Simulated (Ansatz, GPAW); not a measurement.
## Cutoff, mesh and smearing for a 12-layer slab of Mo(111)

Wanted: a convergence study on the slab a 12-layer slab of Mo(111).

Calculated with GPAW 26.7.0 and Ansatz 0.2.0; Ansatz plane waves; slab in vacuum with a dipole correction, relaxation, in the first sound run; inputs show where later runs differ.

## 1. The structure

The cell holds 12 atoms: 12 Mo. Cell: a = 4.455 Å, b = 4.455 Å, c = 26.003 Å, α = 90.0°, β = 90.0°, γ = 60.0°. Vacuum lies along c.

## 2. Relaxing the atoms

Forces are removed first; all later runs use this geometry. The lowest 5 atoms are held at bulk positions and keep their forces.

The input, input.yaml:

```yaml
crystal:
  lattice:
    - [4.4547727215, 0.0, 0.0]
    - [2.2273863607, 3.8579463449, 0.0]
    - [0.0, 0.0, 26.0025934137]
  atoms:
    - { symbol: Mo, position: [0.3333333333, 0.3333333333, 0.3076616195] }
    - { symbol: Mo, position: [0.6666666667, 0.6666666667, 0.3426322341] }
    - { symbol: Mo, position: [0.0, 0.0, 0.3776028488] }
    - { symbol: Mo, position: [0.3333333333, 0.3333333333, 0.4125734634] }
    - { symbol: Mo, position: [0.6666666667, 0.6666666667, 0.447544078] }
    - { symbol: Mo, position: [0.0, 0.0, 0.4825146927] }
    - { symbol: Mo, position: [0.3333333333, 0.3333333333, 0.5174853073] }
    - { symbol: Mo, position: [0.6666666667, 0.6666666667, 0.552455922] }
    - { symbol: Mo, position: [0.0, 0.0, 0.5874265366] }
    - { symbol: Mo, position: [0.3333333333, 0.3333333333, 0.6223971512] }
    - { symbol: Mo, position: [0.6666666667, 0.6666666667, 0.6573677659] }
    - { symbol: Mo, position: [0.0, 0.0, 0.6923383805] }
kpoints:
  mp_grid: { grid: [8, 8, 1] }
hamiltonian:
  xc: pbe
scf:
  occupations: { method: fermi_dirac, width: 0.1 }
efield:
  axis: 3
  dipole_correction: true
  ramp_width: 0.05
relax:
  f_tol: 0.02
  max_steps: 60
  constraints: [{ sites: [0, 1, 2, 3, 4] }]
output:
  write_potential: true
  write_density: true
  volumetric_format: npy
```

Run with:

```bash
> ansatz run input.yaml --threads 4 --pin off --max-ram 8192MiB --backend cpu --events-out ev --progress --plain --runs-dir out
```

Numbers of over 12 decimals in the logs are rounded to 6 here.

Output:

```text
Engine: ansatz 0.2.0, aarch64-unknown-linux-gnu
Pseudopotentials: kind: paw
Pseudopotential: Mo, paw, valence charge 14, recommended cutoff 420 eV (normal), Mo.paw.azcp
Functional definition: PBE
  parameter kappa = 0.804
  parameter beta = 0.066725
  exchange = pbe_x(kappa = kappa, mu = beta*pi^2/3)
  correlation = pbe_c(beta = beta)
Crystal: 12 atoms, lattice volume = 446.888 Å³
Basis set: ecut = 420 eV, 8769 PW (Γ), exchange–correlation on 60×60×360 points (8 copies of the dense FFT grid, shifted against one another)
Bands: 101, of which v1, the nominal top of the filled ones, is band 84 counted from 1 (83 counted from 0)
Symmetry: 6 space group operations
k-points: 10 of 64 (time reversal used)
Non-local potential: Mo, projectors of the file, l = 0: 3, l = 1: 2, l = 2: 2, l = 3: 1
PAW form: soft (Blöchl's): semilocal exchange-correlation on the pseudo side does not see the compensation charge
PAW one-centre angular grid: Mo, 590 points (default); XC on 64 Gauss nodes
Initial density: superposition of atomic densities (neutral atoms: chi_scale 0, normalization atom), corrected by the library's trained network
Initial wavefunctions: pseudopotential atomic-orbital guess
Functional: x = pbe(κ = 0.804, μ = 0.219515), c = pbe(β = 0.066725)
SCF iter   1: F=—  HF=-59465.292035 eV  |F-HF|=—  |Δ(HF+E_count)|=         —  Δρ=6.52e-3  dr2=1.68e0  ethr=1.77e-3  p=0.000 e·Å  D=5.82e-14 V/Å  ΔV_dip=-0.00 eV  dr2_dipole=2.09e-7  V_vac-E_F(+/−)=3.68/3.68 eV  ⟨swp⟩=9.2  Hψ=4793  notcnv=0
efield: sawtooth ramp at fractional position 0.9750 (placed from the atoms, in the widest stretch of the axis that holds none; the zero of the levels goes with the place), width 0.0500; the density the first Hamiltonian is built on has a dipole p = 0.000 e·Å; the dipole correction subtracts the counter field D = 5.82e-14 V/Å, which shifts the + side's vacuum level by -0.00 eV against the − side's; the planar-averaged density in the ramp window peaks in size at 1.5e-5 e/Å³
preconditioner: auto → LDOS  [metal: Δε(μ)=0.036 eV  Ē_g=3.722 eV  σ=0.100 eV  W_gap=0.09  n_scr=96 (ndim 8)  ℏωp=14.9 eV  f_vac=0.503  D(μ)=11.06/eV (n_scr^D=82)  β→1.0]
SCF iter   2: F=—  HF=-59465.265208 eV  |F-HF|=—  |Δ(HF+E_count)|=   2.68e-2  Δρ=3.90e-3  dr2=1.51e-1  ethr=1.00e-3  p=0.000 e·Å  D=9.13e-6 V/Å  ΔV_dip=-0.00 eV  dr2_dipole=4.79e-7  V_vac-E_F(+/−)=3.71/3.71 eV  ⟨swp⟩=2.2  Hψ=1242  notcnv=0
SCF iter   3: F=—  HF=-59465.257582 eV  |F-HF|=—  |Δ(HF+E_count)|=   7.63e-3  Δρ=2.03e-3  dr2=5.54e-2  ethr=9.01e-5  p=0.000 e·Å  D=4.28e-6 V/Å  ΔV_dip=-0.00 eV  dr2_dipole=1.65e-8  V_vac-E_F(+/−)=3.73/3.73 eV  ⟨swp⟩=2.0  Hψ=1341  notcnv=0
SCF iter   4: F=—  HF=-59465.254165 eV  |F-HF|=—  |Δ(HF+E_count)|=   3.42e-3  Δρ=3.32e-4  dr2=2.02e-3  ethr=3.30e-5  p=0.000 e·Å  D=3.02e-6 V/Å  ΔV_dip=-0.00 eV  dr2_dipole=1.22e-9  V_vac-E_F(+/−)=3.75/3.75 eV  ⟨swp⟩=2.0  Hψ=1187  notcnv=0
SCF iter   5: F=—  HF=-59465.254723 eV  |F-HF|=—  |Δ(HF+E_count)|=   5.57e-4  Δρ=7.66e-5  dr2=1.71e-4  ethr=1.20e-6  p=0.000 e·Å  D=2.03e-6 V/Å  ΔV_dip=-0.00 eV  dr2_dipole=9.54e-13  V_vac-E_F(+/−)=3.76/3.76 eV  ⟨swp⟩=2.1  Hψ=1399  notcnv=0
SCF iter   6: F=—  HF=-59465.254720 eV  |F-HF|=—  |Δ(HF+E_count)|=   3.15e-6  Δρ=4.22e-5  dr2=2.22e-5  ethr=1.02e-7  p=0.000 e·Å  D=6.86e-7 V/Å  ΔV_dip=-0.00 eV  dr2_dipole=3.62e-11  V_vac-E_F(+/−)=3.78/3.78 eV  ⟨swp⟩=2.2  Hψ=1367  notcnv=0
SCF iter   7: F=-59465.254717 eV  HF=-59465.254717 eV  |F-HF|=4.82e-7  |Δ(HF+E_count)|=   2.16e-6  Δρ=1.51e-5  dr2=2.83e-6  ethr=5.95e-9  p=0.000 e·Å  D=2.07e-7 V/Å  ΔV_dip=-0.00 eV  dr2_dipole=1.02e-12  V_vac-E_F(+/−)=3.78/3.78 eV  ⟨swp⟩=13.2  Hψ=9289  notcnv=0
SCF 1 converged in 7 iterations: F = -59465.254717 eV  dr2 = 2.83e-6
  greatest PAW one-centre occupation: 0.998 electrons in one spin orbital (limit 2), on the Mo atom at site 10 (counted from 0), in its partial waves of l = 0
relax step   1: F+E_penalty+E_count = -59465.25471693 eV  Δ(F+E_penalty+E_count) = +0.000e0 eV  max|allowed force component| = 2.105e0 eV/Å  Δτ_max = 0.0000 Å  (7 SCF iters, dr2 threshold 1.00e-5 eV, accepted)
Initial density: handed on by an earlier stage of this run
Initial wavefunctions: those handed on with the density
iter 1 solved again at ethr=5.26e-4 eV; its pass at ethr=3.10e-3 eV (dr2=8.83e-1 eV) is discarded
SCF iter   1: F=—  HF=-59465.649806 eV  |F-HF|=—  |Δ(HF+E_count)|=         —  Δρ=1.04e-2  dr2=1.09e0  ethr=5.26e-4  p=0.000 e·Å  D=2.88e-7 V/Å  ΔV_dip=-0.00 eV  dr2_dipole=2.20e-1  V_vac-E_F(+/−)=3.80/3.80 eV  ⟨swp⟩=1.7  Hψ=3256  notcnv=0
efield: sawtooth ramp at fractional position 0.9750 (handed on by an earlier solve), width 0.0500; the density the first Hamiltonian is built on has a dipole p = 0.000 e·Å; the dipole correction subtracts the counter field D = 2.88e-7 V/Å, which shifts the + side's vacuum level by -0.00 eV against the − side's; the planar-averaged density in the ramp window peaks in size at 6.3e-6 e/Å³
eigensolver tolerance schedule calibrated: the retry pair's looser diagonalisation under-reported the residual by θ = 0.19 (0.25/decade); ethr = c·dr2/N_el runs at the constant in force after the calibration composes with the one it found (an armed cap, an earlier calibration), c = 1.6e-2
preconditioner: auto → LDOS  [metal: Δε(μ)=0.047 eV  Ē_g=3.804 eV  σ=0.100 eV  W_gap=0.12  n_scr=96 (ndim 8)  ℏωp=14.9 eV  f_vac=0.507  D(μ)=9.96/eV (n_scr^D=70)  β→1.0]
SCF iter   2: F=—  HF=-59465.640433 eV  |F-HF|=—  |Δ(HF+E_count)|=   9.37e-3  Δρ=6.97e-3  dr2=5.50e-1  ethr=1.04e-4  p=-0.010 e·Å  D=-3.89e-3 V/Å  ΔV_dip=0.10 eV  dr2_dipole=2.00e-3  V_vac-E_F(+/−)=3.84/3.74 eV  ⟨swp⟩=4.0  Hψ=2629  notcnv=0
SCF iter   3: F=—  HF=-59465.593701 eV  |F-HF|=—  |Δ(HF+E_count)|=   4.67e-2  Δρ=3.28e-3  dr2=1.09e-1  ethr=5.21e-5  p=-0.018 e·Å  D=-7.15e-3 V/Å  ΔV_dip=0.19 eV  dr2_dipole=1.12e-4  V_vac-E_F(+/−)=3.93/3.75 eV  ⟨swp⟩=2.7  Hψ=2058  notcnv=0
SCF iter   4: F=—  HF=-59465.583358 eV  |F-HF|=—  |Δ(HF+E_count)|=   1.03e-2  Δρ=5.43e-4  dr2=2.60e-3  ethr=1.03e-5  p=-0.020 e·Å  D=-8.14e-3 V/Å  ΔV_dip=0.21 eV  dr2_dipole=1.40e-4  V_vac-E_F(+/−)=3.95/3.74 eV  ⟨swp⟩=2.9  Hψ=1783  notcnv=0
SCF iter   5: F=—  HF=-59465.583268 eV  |F-HF|=—  |Δ(HF+E_count)|=   9.08e-5  Δρ=1.59e-4  dr2=2.16e-4  ethr=2.46e-7  p=-0.022 e·Å  D=-9.09e-3 V/Å  ΔV_dip=0.24 eV  dr2_dipole=2.60e-6  V_vac-E_F(+/−)=3.97/3.74 eV  ⟨swp⟩=2.8  Hψ=2112  notcnv=0
[...]
SCF iter   3: F=—  HF=-59465.611534 eV  |F-HF|=—  |Δ(HF+E_count)|=   4.76e-3  Δρ=9.32e-4  dr2=1.06e-2  ethr=5.14e-5  p=-0.026 e·Å  D=-1.05e-2 V/Å  ΔV_dip=0.27 eV  dr2_dipole=7.15e-6  V_vac-E_F(+/−)=3.98/3.71 eV  ⟨swp⟩=2.0  Hψ=1313  notcnv=0
SCF iter   4: F=—  HF=-59465.611381 eV  |F-HF|=—  |Δ(HF+E_count)|=   1.53e-4  Δρ=2.85e-4  dr2=7.36e-4  ethr=6.31e-6  p=-0.026 e·Å  D=-1.05e-2 V/Å  ΔV_dip=0.27 eV  dr2_dipole=1.87e-5  V_vac-E_F(+/−)=3.98/3.71 eV  ⟨swp⟩=2.9  Hψ=1435  notcnv=0
SCF iter   5: F=-59465.611293 eV  HF=-59465.611293 eV  |F-HF|=4.20e-7  |Δ(HF+E_count)|=   8.81e-5  Δρ=5.01e-5  dr2=1.38e-5  ethr=1.26e-8  p=-0.026 e·Å  D=-1.06e-2 V/Å  ΔV_dip=0.28 eV  dr2_dipole=1.63e-6  V_vac-E_F(+/−)=3.98/3.71 eV  ⟨swp⟩=12.5  Hψ=10861  notcnv=0
SCF 3 converged in 5 iterations: F = -59465.611293 eV  dr2 = 1.38e-5
  Residual-converged pass: ⟨swp⟩=1.0  Hψ=1050  notcnv=0  max |occ|·‖R‖ = 7.0e-9 eV (tolerance 1.0e-8 eV)  dr2=1.38e-5  dr2_onsite=2.53e-7  max |Δocc| = 2.1e-10
relax step   3: F+E_penalty+E_count = -59465.61129334 eV  Δ(F+E_penalty+E_count) = -2.798e-2 eV  max|allowed force component| = 2.854e-1 eV/Å  Δτ_max = 0.0654 Å  (5 SCF iters, dr2 threshold 2.12e-5 eV, accepted)
[...]
relax step   4: F+E_penalty+E_count = -59465.61732960 eV  Δ(F+E_penalty+E_count) = -6.036e-3 eV  max|allowed force component| = 7.037e-2 eV/Å  Δτ_max = 0.0232 Å  (6 SCF iters, dr2 threshold 6.23e-6 eV, accepted)
SCF iter   1: F=—  HF=-59465.617115 eV  |F-HF|=—  |Δ(HF+E_count)|=         —  Δρ=5.04e-4  dr2=3.52e-3  ethr=9.22e-6  p=-0.029 e·Å  D=-1.17e-2 V/Å  ΔV_dip=0.31 eV  dr2_dipole=4.19e-4  V_vac-E_F(+/−)=4.00/3.70 eV  ⟨swp⟩=2.0  Hψ=1619  notcnv=0
efield: sawtooth ramp at fractional position 0.9750 (handed on by an earlier solve), width 0.0500; the density the first Hamiltonian is built on has a dipole p = -0.029 e·Å; the dipole correction subtracts the counter field D = -1.17e-2 V/Å, which shifts the + side's vacuum level by +0.31 eV against the − side's; the planar-averaged density in the ramp window peaks in size at 5.4e-6 e/Å³
preconditioner: auto → LDOS  [metal: Δε(μ)=0.040 eV  Ē_g=3.804 eV  σ=0.100 eV  W_gap=0.10  n_scr=96 (ndim 8)  ℏωp=14.9 eV  f_vac=0.507  D(μ)=9.62/eV (n_scr^D=70)  β→1.0]
SCF iter   2: F=—  HF=-59465.617030 eV  |F-HF|=—  |Δ(HF+E_count)|=   8.45e-5  Δρ=3.27e-4  dr2=1.55e-3  ethr=2.09e-6  p=-0.030 e·Å  D=-1.20e-2 V/Å  ΔV_dip=0.31 eV  dr2_dipole=6.34e-5  V_vac-E_F(+/−)=4.01/3.70 eV  ⟨swp⟩=2.2  Hψ=1523  notcnv=0
SCF iter   3: F=—  HF=-59465.616930 eV  |F-HF|=—  |Δ(HF+E_count)|=   1.00e-4  Δρ=1.29e-4  dr2=2.14e-4  ethr=9.21e-7  p=-0.029 e·Å  D=-1.18e-2 V/Å  ΔV_dip=0.31 eV  dr2_dipole=1.46e-5  V_vac-E_F(+/−)=4.00/3.70 eV  ⟨swp⟩=2.0  Hψ=1324  notcnv=0
SCF iter   4: F=—  HF=-59465.616909 eV  |F-HF|=—  |Δ(HF+E_count)|=   2.07e-5  Δρ=2.45e-5  dr2=6.00e-6  ethr=1.27e-7  p=-0.029 e·Å  D=-1.18e-2 V/Å  ΔV_dip=0.31 eV  dr2_dipole=3.93e-7  V_vac-E_F(+/−)=4.00/3.70 eV  ⟨swp⟩=2.3  Hψ=1407  notcnv=0
SCF iter   5: F=—  HF=-59465.617585 eV  |F-HF|=—  |Δ(HF+E_count)|=   6.76e-4  Δρ=7.90e-6  dr2=5.23e-7  ethr=3.57e-9  p=-0.029 e·Å  D=-1.18e-2 V/Å  ΔV_dip=0.31 eV  dr2_dipole=1.08e-8  V_vac-E_F(+/−)=4.00/3.70 eV  ⟨swp⟩=3.0  Hψ=1870  notcnv=0
SCF iter   6: F=-59465.617585 eV  HF=-59465.617585 eV  |F-HF|=2.09e-8  |Δ(HF+E_count)|=   1.18e-7  Δρ=2.58e-6  dr2=8.69e-8  ethr=5.95e-11  p=-0.029 e·Å  D=-1.18e-2 V/Å  ΔV_dip=0.31 eV  dr2_dipole=5.67e-9  V_vac-E_F(+/−)=4.00/3.70 eV  ⟨swp⟩=11.1  Hψ=8004  notcnv=0
SCF 5 converged in 6 iterations: F = -59465.617585 eV  dr2 = 8.69e-8
relax step   5: F+E_penalty+E_count = -59465.61758471 eV  Δ(F+E_penalty+E_count) = -2.551e-4 eV  max|allowed force component| = 1.903e-2 eV/Å  Δτ_max = 0.0052 Å  (6 SCF iters, accepted)
NSCF: frozen V_eff on 10 k-points
the band table was solved once a step of the walk had ended and its energy, with any forces and stress, was formed, with the checks that follow a solve (4830 applications of the Hamiltonian). They found nothing against the state; the energy, forces and stress were not computed again (output.eigenvalues in the input reference)
WARN: The output density's exchange-correlation potential varies sharply where the density is thin. Do not read a vacuum level from v_tot or v_xc, or from such a field of the output density. On a cell that repeats whose density bears no net charge and no dipole along the vacuum's axis use v_es (v_loc + v_h of the components); under efield.dipole_correction with no amplitude use v_es + v_field, which holds any externa [...]
SCF converged after 6 iterations
Free energy (F): -59465.617585 eV
Harris-Foulkes:  -59465.617585 eV  (|F-HF|=2.09e-8)
Internal energy: -59465.298251 eV  (E = F + TS)
E sigma→0 (E₀):  -59465.457918 eV
Entropy (-TS):   -0.319334 eV (-26.611 meV/atom)
Fermi energy:    6.652709 eV
Dipole field:    D = -0.011879 V/Å  (p = -0.029336 e·Å, saw-weighted, corrected)
Work function:   Φ+ = 4.0052 eV   Φ− = 3.6963 eV
Levels:          The Fermi level and band energies are counted from a zero that moves with the ramp; work functions are not
--- Per-component energies (eV) ---
  E_band       = -3056.377242
  E_kinetic    = 5279.177332
  E_local      = -226970.474661  (includes V_loc(G=0)·N_el)
  E_nonlocal   = 1719.788246
  E_hartree    = 110690.036471
  E_xc         = -2192.800144
  E_vxc        = -2735.695693  (∫ρ·V_xc dr)
  E_paw        = -38416.469244  (= ΣΔE_a)
  E_vpaw       = -1729.328614  (= ΣTr[D̂ρ^β])
  E_aug_tail   = 0.000514  (compensation charges beyond the density's cutoff)
  E_efield     = 0.000174  (sawtooth field / dipole correction)
  E_vefield    = 0.005716  (∫n·V_field dr)
  E_ewald      = 90425.443060
  E_smearing   = -0.319334  (= −TS)
  E_closure    = 0.000000  (closes the sum)
  Σ components = -59465.617585   (vs F -59465.617585, Δ=0.00e0)
--- Forces (eV/Å), atoms counted from 1 ---
  atom   1  Mo    -0.00000000     0.00000000     2.08486393
  atom   2  Mo    -0.00000000     0.00000000     0.04451529
  atom   3  Mo     0.00000000    -0.00000000    -0.80928401
  atom   4  Mo     0.00000000    -0.00000000    -1.04798235
  atom   5  Mo     0.00000000    -0.00000000    -0.26820208
  atom   6  Mo     0.00000000     0.00000000    -0.01417866
  atom   7  Mo     0.00000000    -0.00000000     0.01255576
  atom   8  Mo    -0.00000000     0.00000000     0.01902790
  atom   9  Mo     0.00000000    -0.00000000    -0.00510556
  atom  10  Mo    -0.00000000     0.00000000    -0.00868235
  atom  11  Mo     0.00000000     0.00000000    -0.00427960
  atom  12  Mo     0.00000000    -0.00000000    -0.00326203
  max |Σ_I F_I| component: 1.38e-5 eV/Å
--- Band table (eV; the first three rows and the last of 10) ---
  k-point 0: bands = [... 80 lower, 5.4580, 5.4580, 5.5074, 6.0993, 6.7198, 7.7351, 7.8555, 7.8555, ... 13 higher]
  k-point 1: bands = [... 80 lower, 5.6182, 5.6669, 5.8593, 6.1689, 6.7596, 7.6076, 7.6776, 7.7378, ... 13 higher]
  k-point 2: bands = [... 80 lower, 6.0099, 6.1525, 6.3705, 6.6562, 6.7466, 6.9523, 7.2248, 7.4825, ... 13 higher]
  k-point 9: bands = [... 80 lower, 6.0710, 6.1202, 6.2911, 6.4295, 6.5081, 6.8480, 7.1232, 7.1941, ... 13 higher]
--- Relaxed structure (5 steps of the walk, 5 accepted, 0 SCFs on fresh bases) ---
  F+E_penalty+E_count = -59465.61758471 eV   max|allowed force component| = 1.903e-2 eV/Å
  atoms:
    - { symbol: Mo, position: [0.333333, 0.333333, 0.307662] }
    - { symbol: Mo, position: [0.666667, 0.666667, 0.342632] }
    - { symbol: Mo, position: [0.0, 0.0, 0.377603] }
    - { symbol: Mo, position: [0.333333, 0.333333, 0.412573] }
    - { symbol: Mo, position: [0.666667, 0.666667, 0.447544] }
    - { symbol: Mo, position: [0, 0, 0.482746] }
    - { symbol: Mo, position: [0.333333, 0.333333, 0.518371] }
    - { symbol: Mo, position: [0.666667, 0.666667, 0.554778] }
    - { symbol: Mo, position: [0, 0, 0.589083] }
    - { symbol: Mo, position: [0.333333, 0.333333, 0.628198] }
    - { symbol: Mo, position: [0.666667, 0.666667, 0.656122] }
    - { symbol: Mo, position: [0, 0, 0.683930] }
```

Elapsed: 1.9 min, on 4 threads of Arm Neoverse N1, shared host; peak memory 1.2 GiB.

The steps of the relaxation:

```
step  energy less that of the first step (eV)  largest force component (eV/Å)
   1                                   0.0000                          2.1050
   2                                  -0.3286                          0.5823
   3                                  -0.3566                          0.2854
   4                                  -0.3626                          0.0704
   5                                  -0.3629                          0.0190
```

The run keeps the 6 symmetry operations that it works with, so distortions that break them were not tested.

The atoms that moved most (Å):

```
atom     dx     dy      dz  length
Mo12  0.000  0.000  -0.219   0.219
Mo10  0.000  0.000   0.151   0.151
 Mo8  0.000  0.000   0.060   0.060
 Mo9  0.000  0.000   0.043   0.043
Mo11  0.000  0.000  -0.032   0.032
 Mo7  0.000  0.000   0.023   0.023
 Mo6  0.000  0.000   0.006   0.006
```

The relaxed structure:

```cif
data_structure
_symmetry_space_group_name_H-M 'P 1'
_symmetry_Int_Tables_number 1
_cell_length_a 4.4548
_cell_length_b 4.4548
_cell_length_c 26.0026
_cell_angle_alpha 90.000
_cell_angle_beta 90.000
_cell_angle_gamma 60.000
_cell_volume 446.89
loop_
_atom_site_label
_atom_site_type_symbol
_atom_site_fract_x
_atom_site_fract_y
_atom_site_fract_z
_atom_site_occupancy
Mo1 Mo 0.33333 0.33333 0.30766 1
Mo2 Mo 0.66667 0.66667 0.34263 1
Mo3 Mo 0.00000 0.00000 0.37760 1
Mo4 Mo 0.33333 0.33333 0.41257 1
Mo5 Mo 0.66667 0.66667 0.44754 1
Mo6 Mo 0.00000 0.00000 0.48275 1
Mo7 Mo 0.33333 0.33333 0.51837 1
Mo8 Mo 0.66667 0.66667 0.55478 1
Mo9 Mo 0.00000 0.00000 0.58908 1
Mo10 Mo 0.33333 0.33333 0.62820 1
Mo11 Mo 0.66667 0.66667 0.65612 1
Mo12 Mo 0.00000 0.00000 0.68393 1
```

This step gave:

* free energy: -59465.6176 eV
* smearing term TS: 0.3193 eV
* symmetry operations: 6
* upper work function: 4.005 eV
* lower work function: 3.696 eV
* dipole along the normal: -0.02934 e·Å
* dipole field: -0.01188 V/Å
* vacuum level above: 10.66 eV
* vacuum level below: 10.35 eV

The electrostatic potential energy of an electron (with the applied field's), less the Fermi level, planar mean by z:

z (Å), electrostatic potential energy of an electron (with the applied field's), less the Fermi level, planar mean (eV) and a bar from the least value:
```
        0        3.9 ##############################
        1        3.7 ##############################
        2        3.7 ##############################
        3        3.7 ##############################
        4        3.7 ##############################
        5        3.7 #############################
        6        3.4 #############################
        7        1.2 ##########################
        8       -9.7 #########
        9      -12.3 #####
       10      -12.7 #####
       11      -12.9 #####
       12      -12.9 #####
       13      -12.8 #####
       14      -12.6 #####
       15      -12.9 ####
       16      -12.2 ######
       17      -15.9 
       18       -9.0 ##########
       19        2.4 ############################
       20        3.8 ##############################
       21        4.0 ##############################
       22        4.0 ##############################
       23        4.0 ##############################
       24        4.0 ##############################
       25        4.0 ##############################
```

Valence density, planar mean against z:

```
z (Å)  valence density, planar mean (e/Å³)
    4                               9.0e-5
    5                               8.0e-4
    6                              0.00712
    7                               0.0814
    8                                0.782
    9                                0.890
   10                                0.892
   11                                0.896
   12                                0.890
   13                                0.878
   14                                0.861
   15                                0.897
   16                                0.843
   17                                 1.07
   18                                0.714
   19                               0.0490
   20                              0.00479
   21                               4.9e-4
   22                               4.8e-5
```

The relaxation lowered the energy of the cell by 0.363 eV.

(Continued in part 2 of 3.)

[Logs are printed without paths, hosts, clocks, repeated set-up lines and the standing remarks that a program may print on its own settings, such as how far it seeks lower states.]

[Hosts, paths, dates, database ids (printed as entryN), source tags and the programs' standing remarks are cut or masked in the printed files.]
